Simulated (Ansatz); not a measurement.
# Ge wire along [111], 26 atoms a period, H-terminated: bands by functional, part 2 of 2

Aim: is the Ge wire along [111], 26 atoms a period, H-terminated a metal or a semiconductor?

Ansatz 0.2.0; DFT PBE, plane waves, PAW; relaxation of a wire's period; PAW set soft_1 (the session's first sound run).

So far. Step 2 (Relaxing the period): The cell's length comes to 9.877 Å with spin left out.

### 3. Bands of the perfect wire

This step: DFT PBE, plane waves, PAW; bands of a perfect wire; PAW set soft_1 (Ansatz 0.2.0).

At the relaxed period the bands are computed along the axis; those that cross an energy going forward count the channels that a perfect wire would open there.

input.yaml reads:

```yaml
crystal:
  lattice:
    - [17.493, 0.0, 0.0]
    - [0.0, 16.796, 0.0]
    - [0.0, 0.0, 9.8771418008]
  atoms:
    - { symbol: Ge, position: [0.38355722, 0.429981217, 0.998642931] }
    - { symbol: Ge, position: [0.500009703, 0.640051204, 0.998643032] }
    - { symbol: Ge, position: [0.385653244, 0.431239549, 0.248874532] }
    - { symbol: Ge, position: [0.500009703, 0.637529652, 0.248875748] }
    - { symbol: Ge, position: [0.614366162, 0.431239549, 0.248874532] }
    - { symbol: H, position: [0.313266098, 0.612292826, 0.280954697] }
    - { symbol: H, position: [0.500009703, 0.275421889, 0.280953947] }
    - { symbol: H, position: [0.686753307, 0.612292826, 0.280954697] }
    - { symbol: H, position: [0.313266098, 0.38771281, 0.302378636] }
    - { symbol: H, position: [0.500009703, 0.724583748, 0.302379387] }
    - { symbol: H, position: [0.686753307, 0.38771281, 0.302378636] }
    - { symbol: Ge, position: [0.385653244, 0.568766088, 0.334458801] }
    - { symbol: Ge, position: [0.500009703, 0.362475984, 0.334457586] }
    - { symbol: Ge, position: [0.614366162, 0.568766088, 0.334458801] }
    - { symbol: Ge, position: [0.38355722, 0.570024419, 0.584690402] }
    - { symbol: Ge, position: [0.500009703, 0.359954432, 0.584690302] }
    - { symbol: Ge, position: [0.616462185, 0.570024419, 0.584690402] }
    - { symbol: H, position: [0.198419917, 0.56644952, 0.629308625] }
    - { symbol: H, position: [0.249088519, 0.429003612, 0.598996839] }
    - { symbol: H, position: [0.315515859, 0.309182204, 0.598988904] }
    - { symbol: H, position: [0.293960547, 0.738801451, 0.629300396] }
    - { symbol: H, position: [0.404465226, 0.194752963, 0.62931211] }
    - { symbol: H, position: [0.433586639, 0.761816428, 0.598995288] }
    - { symbol: H, position: [0.566432766, 0.761816428, 0.598995288] }
    - { symbol: H, position: [0.595554179, 0.194752963, 0.62931211] }
    - { symbol: H, position: [0.706058859, 0.738801451, 0.629300396] }
    - { symbol: H, position: [0.684503546, 0.309182204, 0.598988904] }
    - { symbol: H, position: [0.750930886, 0.429003612, 0.598996839] }
    - { symbol: H, position: [0.801599488, 0.56644952, 0.629308625] }
    - { symbol: Ge, position: [0.264489626, 0.509634858, 0.668757895] }
    - { symbol: Ge, position: [0.390258631, 0.282754155, 0.668759551] }
    - { symbol: Ge, position: [0.37423684, 0.707614936, 0.668756917] }
    - { symbol: Ge, position: [0.500009703, 0.500001268, 0.666542495] }
    - { symbol: Ge, position: [0.625782565, 0.707614936, 0.668756917] }
    - { symbol: Ge, position: [0.609760774, 0.282754155, 0.668759551] }
    - { symbol: Ge, position: [0.735529779, 0.509634858, 0.668757895] }
    - { symbol: Ge, position: [0.264489626, 0.490370778, 0.914575439] }
    - { symbol: Ge, position: [0.37423684, 0.2923907, 0.914576416] }
    - { symbol: Ge, position: [0.390258631, 0.717251481, 0.914573783] }
    - { symbol: Ge, position: [0.500009703, 0.500004369, 0.916790838] }
    - { symbol: Ge, position: [0.609760774, 0.717251481, 0.914573783] }
    - { symbol: Ge, position: [0.625782565, 0.2923907, 0.914576416] }
    - { symbol: Ge, position: [0.735529779, 0.490370778, 0.914575439] }
    - { symbol: H, position: [0.198419917, 0.433556116, 0.954024708] }
    - { symbol: H, position: [0.249088519, 0.571002025, 0.984336494] }
    - { symbol: H, position: [0.293960547, 0.261204186, 0.954032937] }
    - { symbol: H, position: [0.315515859, 0.690823433, 0.984344429] }
    - { symbol: H, position: [0.404465226, 0.805252673, 0.954021223] }
    - { symbol: H, position: [0.433586639, 0.238189208, 0.984338045] }
    - { symbol: H, position: [0.566432766, 0.238189208, 0.984338045] }
    - { symbol: H, position: [0.595554179, 0.805252673, 0.954021223] }
    - { symbol: H, position: [0.684503546, 0.690823433, 0.984344429] }
    - { symbol: H, position: [0.706058859, 0.261204186, 0.954032937] }
    - { symbol: H, position: [0.750930886, 0.571002025, 0.984336494] }
    - { symbol: H, position: [0.801599488, 0.433556116, 0.954024708] }
    - { symbol: Ge, position: [0.616462185, 0.429981217, 0.998642931] }
kpoints:
  mp_grid: { grid: [1, 1, 9] }
  band_path: { path: ["Γ", Z], npoints: 90 }
scf:
  occupations: { method: fermi_dirac, width: 0.05 }
hamiltonian:
  xc: pbe
  pseudopotentials: { kind: paw, azcp: { folder: soft_1 } }
output:
  dos: { e_range: [-5, 4] }
  write_potential: true
  write_density: true
  volumetric_format: npy
```

Started as:

```sh
$ ansatz run input.yaml --threads 4 --pin off --max-ram 16384MiB --backend cpu --events-out ev --progress --plain --runs-dir out
```

Numbers of over 12 decimals in the logs are rounded to 6 here.

The log of the run:

```text
[...]
Crystal: 56 atoms, lattice volume = 2902.027 Å³
Basis set: ecut = 420 eV, 56759 PW (Γ)
Bands: 253, of which v1, the nominal top of the filled ones, is band 197 counted from 1 (196 counted from 0)
Symmetry: 4 space group operations
[...]
k-points: 5 of 9
[...]
SCF iter   1: F=—  HF=-112146.953811 eV  |F-HF|=—  |Δ(HF+E_count)|=         —  Δρ=3.27e-2  dr2=2.60e1  ethr=3.10e-3  ⟨swp⟩=6.4  Hψ=5084  notcnv=0  defer=96
[...]
SCF iter  10: F=-112139.499878 eV  HF=-112139.499878 eV  |F-HF|=7.07e-8  |Δ(HF+E_count)|=   1.06e-6  Δρ=1.03e-6  dr2=3.22e-8  ethr=2.54e-11  ⟨swp⟩=15.0  Hψ=7238  notcnv=0
SCF 1 converged in 10 iterations: F = -112139.499878 eV  dr2 = 3.22e-8
[...]
NSCF: frozen V_eff on 91 k-points
WARN: pass on a band path, mesh or list of k-points: the 91 k-points are solved 3 at a time at the most, because the 14.40 GiB of host memory that the pass is priced against does not hold them all with the solver's workspace as planned. The pass can take longer, above all where fewer k-points are solved at a time than the run has threads. As a rule a larger memory budget leaves room for more at once. The budget is what a run with no `--max-ram-frac` typed is planned for, 0.8 of the host's memory or its container's limit. More memory there lifts it, and so does a share over 0.88 that is typed (of such a share the budget is ten elevenths): [rest of the remark cut]
WARN: The input density's exchange-correlation potential varies sharply where the density is thin. Do not read a vacuum level from v_tot or v_xc, or from such a field of the output density. On a cell that repeats whose density bears no net charge and no dipole along the vacuum's axis use v_es (v_loc + v_h of the components); under efield.dipole_correction with no amplitude use v_es + v_field, which holds any external [...]
SCF converged after 10 iterations
the last check of whether an eigenvalue changes by more than its tolerance under the output density was not made (no_room)
Free energy (F): -112139.499878 eV
[...]
Internal energy: -112139.499878 eV  (E = F + TS)
E sigma→0 (E₀):  -112139.499878 eV
Fermi energy:    -1.291728 eV
[...]
--- Band table (eV; the first three rows and the last of 5) ---
  k-point 0: bands = [... 193 lower, -3.2147, -3.1802, -3.1801, -2.4769, -0.0471, 0.2437, 0.2826, 0.4973, ... 52 higher]
  k-point 1: bands = [... 193 lower, -3.2247, -3.1531, -3.1531, -2.5468, -0.0167, 0.2420, 0.3093, 0.4568, ... 52 higher]
  k-point 2: bands = [... 193 lower, -3.2491, -3.1116, -3.1116, -2.7437, 0.0529, 0.2489, 0.2661, 0.2687, ... 52 higher]
  k-point 4: bands = [... 193 lower, -3.2824, -3.2824, -3.0818, -3.0818, -0.0180, -0.0154, 0.1605, 0.3019, ... 52 higher]
```

The job ended after 21 min (4 threads of Arm Neoverse V1, shared host; peak memory 12 GiB; 84 min of CPU time).

Numbers from this step:

* band gap: 2.430 eV

The electronic bands at the labelled points (eV, zero at the Fermi level; v1 is the highest filled band, c1 the lowest empty one):

| point | v4 | v3 | v2 | v1 | c1 | c2 | c3 | c4 |
| --- | --- | --- | --- | --- | --- | --- | --- | --- |
| Γ | -1.92 | -1.89 | -1.89 | -1.19 | 1.24 | 1.54 | 1.57 | 1.79 |
| halfway | -1.96 | -1.81 | -1.81 | -1.52 | 1.36 | 1.51 | 1.51 | 1.54 |
| Z | -1.98 | -1.98 | -1.79 | -1.79 | 1.26 | 1.26 | 1.46 | 1.60 |

The gap is 2.43 eV, with spin left out.

The path shows a direct gap of 2.43 eV (valence top at Γ, conduction bottom at Γ).

### 4. Levels at the same atoms, cutoff 500 eV, k-mesh 1×1×7

This step: DFT r2SCAN, plane waves, PAW; bands of a perfect wire at the PBE geometry; PAW set soft_1 (Ansatz 0.2.0).

The atoms stay at the PBE geometry and the functional changes. r2SCAN also reads the kinetic-energy density; it often gives larger moments and wider gaps than PBE, at a higher cost. Against the first PBE run of this kind, the cutoff is 500 eV against 420 and the mesh along the wire has 7 points against 9.

input.yaml, as its differences from that of step 3:

```diff
@@ -63,3 +63,3 @@
 kpoints:
-  mp_grid: { grid: [1, 1, 9] }
+  mp_grid: { grid: [1, 1, 7] }
   band_path: { path: ["Γ", Z], npoints: 90 }
@@ -68,8 +68,3 @@
 hamiltonian:
-  xc: pbe
+  xc: r2scan
   pseudopotentials: { kind: paw, azcp: { folder: soft_1 } }
-output:
-  dos: { e_range: [-5, 4] }
-  write_potential: true
-  write_density: true
-  volumetric_format: npy
```

The log of the run:

```text
[...]
Crystal: 56 atoms, lattice volume = 2902.027 Å³
Basis set: ecut = 500 eV, 73647 PW (Γ), exchange–correlation on 512×500×300 points (64 copies of the dense FFT grid, shifted against one another)
Bands: 253, of which v1, the nominal top of the filled ones, is band 197 counted from 1 (196 counted from 0)
Symmetry: 4 space group operations
[...]
k-points: 4 of 7
[...]
SCF iter   1: F=—  HF=-112351.856146 eV  |F-HF|=—  |Δ(HF+E_count)|=         —  Δρ=3.18e-2  dr2=2.41e1  dr2_τ=2.06e-1  ethr=3.10e-3  ⟨swp⟩=6.5  Hψ=4127  notcnv=0  defer=78
[...]
SCF iter  10: F=-112347.508038 eV  HF=-112347.508038 eV  |F-HF|=1.05e-7  |Δ(HF+E_count)|=   2.09e-6  Δρ=9.57e-7  dr2=2.97e-8  dr2_τ=5.05e-10  ethr=2.54e-11  ⟨swp⟩=15.5  Hψ=5141  notcnv=0
SCF 1 converged in 10 iterations: F = -112347.508038 eV  dr2 = 2.97e-8
[...]
SCF converged after 10 iterations
Free energy (F): -112347.508038 eV
[...]
Internal energy: -112347.508038 eV  (E = F + TS)
E sigma→0 (E₀):  -112347.508038 eV
Fermi energy:    -1.310037 eV
[...]
--- Band table (eV) ---
  k-point 0: bands = [... 193 lower, -3.4509, -3.4045, -3.4044, -2.6650, 0.1130, 0.4224, 0.4290, 0.6092, ... 52 higher]
  k-point 1: bands = [... 193 lower, -3.4668, -3.3635, -3.3635, -2.7838, 0.1637, 0.4164, 0.4695, 0.5449, ... 52 higher]
  k-point 2: bands = [... 193 lower, -3.5013, -3.3170, -3.3170, -3.1065, 0.2604, 0.2977, 0.2993, 0.4354, ... 52 higher]
  k-point 3: bands = [... 193 lower, -3.5233, -3.5233, -3.3065, -3.3065, 0.1327, 0.1344, 0.3295, 0.4658, ... 52 higher]
```

Run time: 35 min. Hardware: 4 threads; peak memory 12 GiB; 2.3 h of CPU time.

This step gave:

```
band gap : 2.775 eV
```

Electronic bands along the path, in eV, zero at the Fermi level; v1 is the highest filled band, c1 the lowest empty one:

| point | v4 | v3 | v2 | v1 | c1 | c2 | c3 | c4 |
| --- | --- | --- | --- | --- | --- | --- | --- | --- |
| Γ | -2.14 | -2.09 | -2.09 | -1.35 | 1.42 | 1.73 | 1.74 | 1.92 |
| halfway | -2.18 | -2.02 | -2.02 | -1.70 | 1.55 | 1.67 | 1.67 | 1.74 |
| Z | -2.19 | -2.19 | -2.00 | -2.00 | 1.42 | 1.42 | 1.65 | 1.78 |

The gap is 2.78 eV, against 2.43 eV under PBE at the relaxed period.

### 5. Summary of results

| Item | Value |
| --- | --- |
| cell length, PBE | 9.877 Å |
| gap, PBE | 2.43 eV |
| gap, r2SCAN | 2.78 eV |

Under PBE the cell's length is 9.88 Å, and a gap of 2.43 eV makes it a semiconductor. At the relaxed period the wire is gapped under every functional, from 2.43 eV (PBE) to 2.78 eV (r2SCAN). Weak screening in one dimension makes quasiparticle gaps larger than the semilocal gaps, as a rule.

[Logs are printed without paths, hosts, clocks, repeated set-up lines and the standing remarks that a program may print on its own settings, such as how far it seeks lower states.]

[Hosts, paths, dates, database ids (printed as entryN), source tags and the programs' standing remarks are cut or masked in the printed files.]
